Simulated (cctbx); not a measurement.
**A crystallographic session in cctbx: Pr2Sc4AsPd13**

Library: cctbx 2025.11.

## 1. Energy scan

run.py:

```python
from cctbx import adptbx, crystal, miller, xray
from cctbx.array_family import flex
from cctbx.eltbx import sasaki

cs = crystal.symmetry(unit_cell=(7.796, 7.796, 22.8, 90, 90, 90), space_group_symbol='Hall: -I 4 2c')  # I4/mcm
atoms = [  # label, site, U (iso, or U11 U22 U33 U12 U13 U23 in A^2), occupancy
    ("Pr1", (0.5, 0.5, 0.3929), (0.0083, 0.0083, 0.0071, 0.0000, 0.0000, 0.0000), 1),
    ("Pd1", (0.1091, 0.3909, 0.0919), (0.0158, 0.0158, 0.0098, -0.0040, 0.0026, -0.0026), 1),
    ("Pd2", (0.3207, 0.1793, 0.0594), (0.0061, 0.0061, 0.0096, -0.0006, -0.0002, 0.0002), 1),
    ("Pd3", (0.9364, 0.7957, 0), (0.0096, 0.0108, 0.0143, -0.0005, 0.0000, 0.0000), 1),
    ("Pd4", (0.5, 0, 0), (0.0062, 0.0062, 0.0054, -0.0009, 0.0000, 0.0000), 1),
    ("As1", (0.5, 0.5, 0.25), (0.0114, 0.0114, 0.0136, 0.0000, 0.0000, 0.0000), 1),
    ("Sc1", (0.3359, 0.1641, 0.1876), (0.0117, 0.0117, 0.0114, 0.0020, 0.0023, -0.0023), 1),
]
xs = xray.structure(crystal_symmetry=cs)
for label, site, u, occ in atoms:
    u = adptbx.u_cif_as_u_star(cs.unit_cell(), u) if isinstance(u, tuple) else u
    xs.add_scatterer(xray.scatterer(label, site=site, u=u, occupancy=occ))
hkl = [(0, 2, 0), (2, 0, 4), (2, 2, 4), (1, 1, 2)]
ms = miller.set(cs, flex.miller_index(hkl + [tuple(-v for v in h) for h in hkl]), anomalous_flag=True)
print("E (eV)    f'(As)   f''   " + "".join("%16s" % ("|F|" + " ".join(map(str, h))) for h in hkl))
for e in [11267, 11617, 11747, 11807, 11837, 11852, 11859, 11863, 11871, 11875, 11882, 11897, 11927, 12017, 12267]:
    xs.set_inelastic_form_factors(12398.42 / e, "sasaki")
    t = sasaki.table("As").at_ev(e)
    f = flex.abs(ms.structure_factors_from_scatterers(xs, algorithm="direct").f_calc().data())
    n = len(hkl)
    print("%7.0f %7.2f %6.2f  " % (e, t.fp(), t.fdp()) + "".join("%9.1f/%6.1f" % (f[k], f[k + n]) for k in range(n)))
```

```console
$ python run.py
```

```text
E (eV)    f'(As)   f''           |F|0 2 0        |F|2 0 4        |F|2 2 4        |F|1 1 2
  11267   -2.63   0.55      219.5/ 219.5    256.3/ 256.3    431.8/ 431.8    210.2/ 210.2
  11617   -3.48   0.52      216.6/ 216.6    259.6/ 259.6    434.9/ 434.9    206.5/ 206.5
  11747   -4.18   0.51      214.0/ 214.0    262.3/ 262.3    437.5/ 437.5    203.6/ 203.6
  11807   -4.88   0.50      211.3/ 211.3    265.1/ 265.1    440.2/ 440.2    200.8/ 200.8
  11837   -5.59   0.50      208.6/ 208.6    267.8/ 267.8    442.9/ 442.9    197.9/ 197.9
  11852   -6.31   0.50      205.8/ 205.8    270.6/ 270.6    445.6/ 445.6    195.1/ 195.1
  11859   -6.95   0.50      203.3/ 203.3    273.1/ 273.1    448.0/ 448.0    192.6/ 192.6
  11863   -7.64   0.50      200.6/ 200.6    275.7/ 275.7    450.7/ 450.7    189.8/ 189.8
  11871   -7.89   3.86      202.2/ 202.2    275.3/ 275.3    450.5/ 450.5    189.4/ 189.4
  11875   -7.06   3.86      205.3/ 205.3    272.1/ 272.1    447.3/ 447.3    192.7/ 192.7
  11882   -6.35   3.85      208.1/ 208.1    269.3/ 269.3    444.6/ 444.6    195.5/ 195.5
  11897   -5.58   3.84      211.1/ 211.1    266.3/ 266.3    441.6/ 441.6    198.5/ 198.5
  11927   -4.81   3.82      214.0/ 214.0    263.3/ 263.3    438.6/ 438.6    201.5/ 201.5
  12017   -3.77   3.76      218.1/ 218.1    259.4/ 259.4    434.7/ 434.7    205.5/ 205.5
  12267   -2.65   3.60      222.4/ 222.4    255.1/ 255.1    430.3/ 430.3    209.7/ 209.7
```

Run time: 0.26 s on 1 thread of Arm Neoverse V2, on a shared host, peak memory 0.07 GiB.

[Logs are printed without paths, hosts, clocks, repeated set-up lines and the standing remarks that a program may print on its own settings, such as how far it seeks lower states.]
